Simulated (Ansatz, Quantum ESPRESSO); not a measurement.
# RbCaBr3 (Pm-3m): modes at Γ and the response to a field

Wanted: the vibrations of RbCaBr3 (Pm-3m) at Γ, by two programs.

Program: Quantum ESPRESSO 7.5. Level of theory: DFT LDA, scalar-relativistic, plane waves, PseudoDojo norm-conserving pseudopotentials. Results are calculated unless marked as measured.

Report form: the programs' logs are mostly left out.

## Step 1: Starting point

It takes space group Pm-3m (No. 221, cubic). Conventional cell: a = 5.737 Å, b = 5.737 Å, c = 5.737 Å, α = 90.00°, β = 90.00°, γ = 90.00°. Nearest to Rb lie 12 Br at 4.06 Å. Nearest to Ca lie 6 Br at 2.87 Å. Br has 2 Ca at 2.87 Å and 4 Rb at 4.06 Å nearest. Farther neighbours and most contacts between anions are not listed.

## Step 2: A first look

Before anything dear is run, a loose run with smearing shows whether this is a metal and how far the cell is from rest.

File probe.in:

```
&control
   calculation = 'scf'
   prefix = 'x'
   outdir = './tmp'
   pseudo_dir = './pseudo'
   tprnfor = .true.
   tstress = .true.
   verbosity = 'high'
/
&system
   ibrav = 0
   nat = 5
   ntyp = 3
   ecutwfc = 60.0
   occupations = 'smearing'
   smearing = 'gaussian'
   degauss = 0.01
/
&electrons
   conv_thr = 1.0d-07
   mixing_beta = 0.7
   electron_maxstep = 100
/
ATOMIC_SPECIES
 Rb     85.4678  Rb.upf
 Ca     40.0780  Ca.upf
 Br     79.9040  Br.upf
CELL_PARAMETERS angstrom
     5.736690000    0.000000000    0.000000000
     0.000000000    5.736690000    0.000000000
     0.000000000    0.000000000    5.736690000
ATOMIC_POSITIONS crystal
 Rb     0.500000000   0.500000000   0.500000000
 Ca     0.000000000   0.000000000   0.000000000
 Br     0.500000000   0.000000000   0.000000000
 Br     0.000000000   0.500000000   0.000000000
 Br     0.000000000   0.000000000   0.500000000
K_POINTS automatic
 4 4 4 0 0 0
```

Command:

```sh
$ OMP_NUM_THREADS=1 mpirun -n 4 pw.x -nk 4 -in probe.in > probe.out
```

Elapsed: 13 s, on 4 MPI ranks of Arm Neoverse V1, shared host; 52 s of CPU time.

Read from the output:

| Property | Result |
| --- | --- |
| volume per atom | 37.76 Å³ |
| pressure | -2.5 GPa |
| gap on the k-mesh | 3.675 eV |

A gap of 3.7 eV opens on this mesh, so the crystal is taken as an insulator; the start stands at -2.5 GPa.

## Step 3: Relaxing the cell and atoms

The harmonic expansion starts where the forces on the atoms vanish, and stress shifts the frequencies, so cell and atoms are relaxed with tight thresholds.

relax.in, as its differences from probe.in of step 2:

```diff
@@ -1,3 +1,3 @@
 &control
-   calculation = 'scf'
+   calculation = 'vc-relax'
    prefix = 'x'
@@ -7,3 +7,5 @@
    tstress = .true.
-   verbosity = 'high'
+   forc_conv_thr = 2.0d-05
+   etot_conv_thr = 1.0d-07
+   nstep = 40
 /
@@ -14,10 +16,14 @@
    ecutwfc = 60.0
-   occupations = 'smearing'
-   smearing = 'gaussian'
-   degauss = 0.01
+   occupations = 'fixed'
+   nbnd = 22
 /
 &electrons
-   conv_thr = 1.0d-07
+   conv_thr = 1.0d-11
    mixing_beta = 0.7
    electron_maxstep = 100
+/
+&ions
+/
+&cell
+   press_conv_thr = 0.1
 /
```

Command:

```sh
$ OMP_NUM_THREADS=1 mpirun -n 4 pw.x -nk 4 -in relax.in > relax.out
```

Wall time 2 min (4 MPI ranks).

The steps of the relaxation:

```
step  energy less that of the first step (eV)  largest force (eV/Å)  pressure (GPa)  volume (Å³)
   1                                   0.0000                0.0000           -2.49       188.79
   2                                  -0.0358                0.0000           -2.30       186.40
   3                                  -0.0834                0.0000           -1.99       182.86
   4                                  -0.1402                0.0000           -1.47       177.62
   5                                  -0.1882                0.0000           -0.50       169.96
   6                                  -0.1935                0.0000            0.07       166.22
   7                                  -0.1935                0.0000            0.00       166.64
   8                                  -0.1935                0.0000            0.00       166.62
   9                                  -0.1907                0.0000           -0.03       166.62
```

```
conventional cell, symmetrised  before  after   change
                         a (Å)   5.737  5.503   -4.1 %
                         b (Å)   5.737  5.503   -4.1 %
                         c (Å)   5.737  5.503   -4.1 %
              volume (Å³/atom)   37.76  33.32  -11.7 %
```

The relaxed structure:

```xyz
5
Lattice="5.5027 0.0000 0.0000 0.0000 5.5027 0.0000 0.0000 0.0000 5.5027" Properties=species:S:1:pos:R:3 pbc="T T T"
Rb    2.7514    2.7514    2.7514
Ca    0.0000    0.0000    0.0000
Br    2.7514    0.0000    0.0000
Br    0.0000    2.7514    0.0000
Br    0.0000    0.0000    2.7514
```

The last row of the table of steps is pw.x's closing run on a basis chosen anew for the final cell, so its energy can jump.

Read from the output:

```
volume per atom   : 33.32 Å³
pressure          : -0.02800 GPa
gap on the k-mesh : 3.899 eV
```

The volume changes by -11.7 % from the cell with which this run began.

## Step 4: Self-consistent run for the response

Perturbation theory inherits every error of the wavefunctions, so the threshold is set near the limit of the arithmetic. With a gap, occupations are fixed, which also allows the response to an electric field.

File scf.in:

```
&control
   calculation = 'scf'
   prefix = 'x'
   outdir = './tmp'
   pseudo_dir = './pseudo'
   tprnfor = .true.
   tstress = .true.
/
&system
   ibrav = 0
   nat = 5
   ntyp = 3
   ecutwfc = 60.0
   occupations = 'fixed'
   nbnd = 22
/
&electrons
   conv_thr = 1.0d-12
   mixing_beta = 0.7
   electron_maxstep = 100
/
ATOMIC_SPECIES
 Rb     85.4678  Rb.upf
 Ca     40.0780  Ca.upf
 Br     79.9040  Br.upf
CELL_PARAMETERS angstrom
     5.502719050    0.000000000    0.000000000
     0.000000000    5.502719050    0.000000000
     0.000000000    0.000000000    5.502719050
ATOMIC_POSITIONS crystal
 Rb     0.500000000   0.500000000   0.500000000
 Ca     0.000000000   0.000000000   0.000000000
 Br     0.500000000   0.000000000   0.000000000
 Br     0.000000000   0.500000000   0.000000000
 Br     0.000000000   0.000000000   0.500000000
K_POINTS automatic
 4 4 4 0 0 0
```

Command:

```sh
$ OMP_NUM_THREADS=1 mpirun -n 4 pw.x -nk 4 -in scf.in > scf.out
```

Elapsed: 19 s, on 4 MPI ranks.

The cell stands at -0.028 GPa, close enough for phonons.

## Step 5: Zone-centre response

At q = 0 one unit cell holds all displacements; symmetry groups them into irreducible representations that are solved one by one. The response to a field gives ε∞ and the Born charges, which polar modes need.

File ph.in:

```
phonons
&inputph
   prefix = 'x'
   outdir = './tmp'
   fildyn = 'g.dyn'
   tr2_ph = 1.0d-18
   epsil = .true.
/
0.000000000 0.000000000 0.000000000
```

Command:

```sh
$ OMP_NUM_THREADS=1 mpirun -n 4 ph.x -nk 4 -in ph.in > ph.out
```

Wall time 13 min (4 MPI ranks); 54 min of CPU time.

This step gave:

```
miss of the charge sum rule                                       : 0.01984 e
largest acoustic frequency at the zone centre before the sum rule : 2.25 cm⁻¹
highest optical zone-centre mode (no LO-TO term)                  : 239.2 cm⁻¹
lowest optical zone-centre mode                                   : -18.08 cm⁻¹
mean high-frequency dielectric constant                           : 3.185
largest Born charge in size (third of the trace)                  : 2.460 e
```

Born charge (rows field, columns displacement), before the sum rule (e), principal values of the symmetric part by kind of site:

```
atom  atoms with these values    low  middle   high   mean
 Rb1                        1   1.32    1.32   1.32   1.32
 Ca2                        1   2.46    2.46   2.46   2.46
 Br3                        3  -2.06   -0.87  -0.87  -1.27
```

In full for Rb1:

```
1.32 0.00 0.00
0.00 1.32 0.00
0.00 0.00 1.32
```

High-frequency dielectric tensor:

```
3.19 0.00 0.00
0.00 3.19 0.00
0.00 0.00 3.19
```

The acoustic modes at Γ come out as far as 2.2 cm⁻¹ from zero, where they should vanish, a small numerical error; the Born charges miss their sum rule by 0.020 e, which is good. The lowest optical mode is imaginary, 18i cm⁻¹, an instability at this level and on this k mesh.

## Step 6: Zone-centre analysis

A rigid shift of the crystal must cost nothing, but grids and finite bases break this; the acoustic sum rule is imposed before the matrix is diagonalised again. With Born charges the intensities follow; a static dielectric tensor has no meaning with imaginary modes.

File dynmat.in:

```
&input
   fildyn = 'g.dyn'
   asr = 'simple'
   fileig = 'dynmat.eig'
   lperm = .true.
/
```

Command:

```sh
$ dynmat.x -in dynmat.in > dynmat.out
```

It took 0.46 s on 1 thread.

This step gave:

- lowest optical zone-centre mode: -18.16 cm⁻¹

Unit eigenvectors of the mass-weighted matrix after the sum rule; no LO-TO term. The modes at Γ (shares of kinetic energy by element, %) (negative means imaginary):

```
mode  frequency (cm⁻¹)  Rb %  Ca %  Br %
   1             -18.2    72     0    28
   2             -18.2    72     0    28
   3             -18.2    72     0    28
   4               0.0    23    11    66
   5               0.0    23    11    66
   6               0.0    23    11    66
   7              22.2     0     0   100
   8              22.2     0     0   100
   9              22.2     0     0   100
  10              66.0     4    28    67
  11              66.0     4    28    67
  12              66.0     4    28    67
  13             239.2     0    60    40
  14             239.2     0    60    40
  15             239.2     0    60    40
```

Displacements in mode 1 (-18.2 cm⁻¹), the largest set to 1:
```
Rb1  0.00  0.00  1.00
Ca2  0.00  0.00 -0.09
Br3  0.00  0.00 -0.44
Br4  0.00  0.00 -0.44
Br5  0.00  0.00 -0.14
```

Displacements in mode 15 (239.2 cm⁻¹), the largest set to 1:
```
Rb1  0.00  0.00  0.00
Ca2  0.00  0.00  1.00
Br3  0.00  0.00  0.04
Br4  0.00  0.00  0.04
Br5  0.00  0.00 -0.57
```

Degenerate modes summed, no LO-TO term; imaginary modes left out. Lines of the infrared spectrum (strongest = 100):

```
position (cm⁻¹)  lines merged  label  IR intensity, relative
             22             3    T2u                     0.0
             66             3    T1u                     6.3
            239             3    T1u                     100
```

The rule moves no optical mode by more than 0.1 cm⁻¹.

## Step 7: Sum rules set otherwise (asr no)

Without the rule the raw error of the acoustic modes shows.

File dynmat.in:

```
&input
   fildyn = 'g.dyn'
   asr = 'no'
   fileig = 'dynmat.eig'
   lperm = .true.
/
```

Command:

```sh
$ dynmat.x -in dynmat.in > dynmat.out
```

Elapsed: 0.46 s, on 1 thread.

Numbers from this step:

```yaml
lowest_optical_zone_centre_mode: -18.08 cm⁻¹
```

Zone-centre frequencies as printed; negative means imaginary. Modes:

```
mode  frequency (cm⁻¹)
   1            -18.08
   2            -18.08
   3            -18.08
   4              2.25
   5              2.25
   6              2.25
   7             22.23
   8             22.23
   9             22.23
  10              66.1
  11              66.1
  12              66.1
  13             239.2
  14             239.2
  15             239.2
```

Against the first rule no mode moves by more than 2.3 cm⁻¹.

## Step 8: Sum rules set otherwise: a sum rule for molecules or wires on a crystal

This rule also removes rotations, which suits molecules and not a crystal; it is tried to see the harm.

File dynmat.in:

```
&input
   fildyn = 'g.dyn'
   asr = 'zero-dim'
   fileig = 'dynmat.eig'
   lperm = .true.
/
```

Command:

```sh
$ dynmat.x -in dynmat.in > dynmat.out
```

It took 0.46 s on 1 thread.

The run ended normally, but on settings that are not sound.

The fault: a sum rule for molecules or wires on a crystal; 3 optical modes are projected out to zero frequency, as if they were rotations.

For a crystal the rule has to be 'simple' or 'crystal'.

Zone-centre frequencies as printed; negative means imaginary. Modes:

```
mode  frequency (cm⁻¹)
   1            -18.08
   2                 0
   3                 0
   4                 0
   5                 0
   6                 0
   7                 0
   8             10.53
   9             10.53
  10              44.1
  11              44.1
  12              66.1
  13             239.2
  14             241.3
  15             241.3
```

## Step 9: The LO-TO splitting (1 0 0)

A longitudinal polar mode sets up a macroscopic field that stiffens it; the term hangs on the direction from which q goes to zero.

File dynmat.in:

```
&input
   fildyn = 'g.dyn'
   asr = 'simple'
   fileig = 'dynmat.eig'
   q(1) = 1.0
   q(2) = 0.0
   q(3) = 0.0
/
```

Command:

```sh
$ dynmat.x -in dynmat.in > dynmat.out
```

It took 0.46 s on 1 thread.

Numbers from this step:

| Quantity | Value |
| --- | --- |
| highest mode moved by the LO-TO term | 276.1 cm⁻¹ |

Zone-centre frequencies as printed; negative means imaginary. Modes:

```
mode  frequency (cm⁻¹)
   1            -18.16
   2            -18.16
   3                 0
   4                 0
   5                 0
   6             22.17
   7             22.17
   8             22.17
   9             41.81
  10             66.04
  11             66.04
  12             76.51
  13             239.2
  14             239.2
  15             276.1
```

The field moves 3 modes; the highest of them now lies at 276 cm⁻¹, where the highest that moved away lay at 239.

## Step 10: A second program

A second program on the same cell, potentials, cutoff and meshes tests the implementation of the phonon response, not its convergence. Its field response is summed in its own way. Its k mesh is centred on Γ.

This step: DFT LDA, scalar-relativistic, plane waves, PseudoDojo norm-conserving pseudopotentials (Ansatz 0.2.0).

File input.yaml:

```yaml
crystal:
  lattice:
    - [5.50271905, 0.0, 0.0]
    - [0.0, 5.50271905, 0.0]
    - [0.0, 0.0, 5.50271905]
  atoms:
    - { symbol: Rb, position: [0.5, 0.5, 0.5] }
    - { symbol: Ca, position: [0.0, 0.0, 0.0] }
    - { symbol: Br, position: [0.5, 0.0, 0.0] }
    - { symbol: Br, position: [0.0, 0.5, 0.0] }
    - { symbol: Br, position: [0.0, 0.0, 0.5] }
kpoints:
  mp_grid: { grid: [4, 4, 4] }
hamiltonian:
  xc: lda
  pseudopotentials: { kind: nc, accuracy: standard }
scf:
  occupations: { method: fixed }
output:
  eigenvalues: true
basis:
  ecutwfc: 816.342
phonons:
  method: dfpt
  dielectric: true
  rigid_motions: translations
```

Command:

```sh
$ ansatz run input.yaml --threads 4 --pin off --max-ram 8192MiB --backend cpu --events-out ev --progress --plain --runs-dir out
```

It took 73 s on 4 threads; peak memory 1.7 GiB.

This step gave:

| Quantity | Value |
| --- | --- |
| sum-rule residual before enforcement | 1.48e-4 eV/Å² |
| miss of the charge sum rule | 0.01134 e |
| estimated error of the dielectric tensor | 0.008814 |
| estimated error of the Born charges | 0.01563 e |
| lowest optical zone-centre mode | -18.14 cm⁻¹ |
| mean high-frequency dielectric constant | 3.171 |
| largest Born charge in size (third of the trace) | 2.464 e |
| highest mode moved by the LO-TO term | 276.2 cm⁻¹ |

Transverse modes; imaginary modes left out. Lines of the infrared spectrum (strongest = 100):

```
position (cm⁻¹)  label  IR intensity ((D/Å)²/amu), degenerate modes summed, relative
             22    T2u                                                           0.0
             66    T1u                                                           6.5
            239    T1u                                                           100
```

The log warns that the force constants on this k mesh are to be taken as unconverged.

## Step 11: The two compared: QE PseudoDojo and Ansatz, PseudoDojo

Worked out from the results:

| Quantity | Value |
| --- | --- |
| root-mean-square difference | 0.03 cm⁻¹ |
| largest difference | 0.06 cm⁻¹ |

The two runs side by side. Further quantities:

```
                                                                               quantity  QE PseudoDojo  Ansatz, PseudoDojo
                                                                                mean ε∞          3.185               3.171
largest Born charge in size (e; the first before, the second after the charge sum rule)           2.46               2.464
```

At the zone centre the largest difference (acoustic modes at Γ apart) is 0.03 % of the highest mode.

## Step 12: Outcome

```json
{"space group after relaxation": "Pm-3m", "volume per atom": "33.3 Å³", "gap on the k-mesh": "3.90 eV", "highest optical zone-centre mode (no LO-TO term)": "239.2 cm⁻¹", "lowest optical zone-centre mode": "-18.2 cm⁻¹", "highest mode moved by the LO-TO term": "276.1 cm⁻¹", "mean high-frequency dielectric constant": "3.19", "largest Born charge in size (third of the trace)": "2.46 e", "imaginary optical modes at the zone centre (no q mesh in this session)": "yes", "largest difference from Ansatz, PseudoDojo": "0.06 cm⁻¹"}
```

**Reading.** At the LDA level the optical modes of RbCaBr3 (Pm-3m) at the zone centre (no LO-TO term) run from 18i to 239 cm⁻¹, so the structure is a saddle point, with 3 modes beyond 10i cm⁻¹ there. Along the directions run, the highest mode that the macroscopic field moves lies at 276 cm⁻¹. Of the 12 optical modes, 9 are infrared active alone and 3 are silent. QE PseudoDojo and Ansatz, PseudoDojo agree to 0.06 cm⁻¹ (0.03 % of the highest mode compared) on all solved modes but the acoustic ones at Γ, without the LO-TO term. These are harmonic frequencies at zero temperature: anharmonic shifts and linewidths and thermal expansion are left out. The relaxation ran at 60 Ry, under the 72 Ry recommended for these files; the stress of so short a basis can leave the cell about one per cent too small. Ansatz warns that the cutoff lies 17 % under the one recommended for these files; agreement at one cutoff is not convergence. Ansatz's log warns that force constants on this k mesh are to be taken as unconverged, an error that the frequencies of both programs share. The structure comes from a database and need not be the phase that is stable at ambient conditions.

[Host names and launcher messages were left out of these logs when they were recorded.]

[Logs are printed without paths, hosts, clocks, repeated set-up lines and the standing remarks that a program may print on its own settings, such as how far it seeks lower states.]

[Hosts, paths, dates, database ids (printed as entryN), source tags and the programs' standing remarks are cut or masked in the printed files.]
